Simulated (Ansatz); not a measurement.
The crystal is CsPbBr3 (Pm-3m).

```
Cs Pb Br
1.0
     5.94863    0.00000    0.00000
     0.00000    5.94863    0.00000
     0.00000    0.00000    5.94863
Cs Pb Br
1 1 3
Direct
  0.00000 0.00000 0.00000
  0.50000 0.50000 0.50000
  0.50000 0.50000 0.00000
  0.50000 0.00000 0.50000
  0.00000 0.50000 0.50000
```

The cell and positions are those that the Materials Project relaxed with its own functionals (PBE, PBE+U or r2SCAN), kept fixed. Spin-orbit coupling is left out unless a run names it.

Gaps computed with Ansatz 0.2.0 without a self-energy: PBE 1.68 eV and HSE06+SOC 0.98 eV.

Estimate the G0W0@PBE gap with 4×4×4 mesh, 878 empty bands, screening to 150 eV, all-electron files.

About 2.75 eV: on its mesh the run moves the gap from 1.68 eV by +1.07 eV. Bands and cutoff are finite, so the gap is not at the basis limit. The miss can reach some tenths of an eV and take either sign; the mesh is an error of its own. Where an edge is built on 6p states of lead, bismuth or thallium, scalar-relativistic gaps usually stand too wide, by a few tenths to over one eV. This is the ideal cubic cell; many perovskites, halides above all, are cubic only on average, and local tilts or off-centring can widen the gap. The many-body steps are scalar-relativistic: spin-orbit coupling is not in them.

[Paths, hosts, dates, memory and timing lines, banners, echoed tables and standing remarks are left out of the program output.]

[Logs are printed without paths, hosts, clocks, repeated set-up lines and the standing remarks that a program may print on its own settings, such as how far it seeks lower states.]

[Runs of the session that timed out or met a known fault of the program may be left out.]

[Cells called generated may have been cut or substituted from an entry of the Crystallography Open Database or the Materials Project.]

[Hosts, paths, dates, database ids (printed as entryN), source tags and the programs' standing remarks are cut or masked in the printed files.]
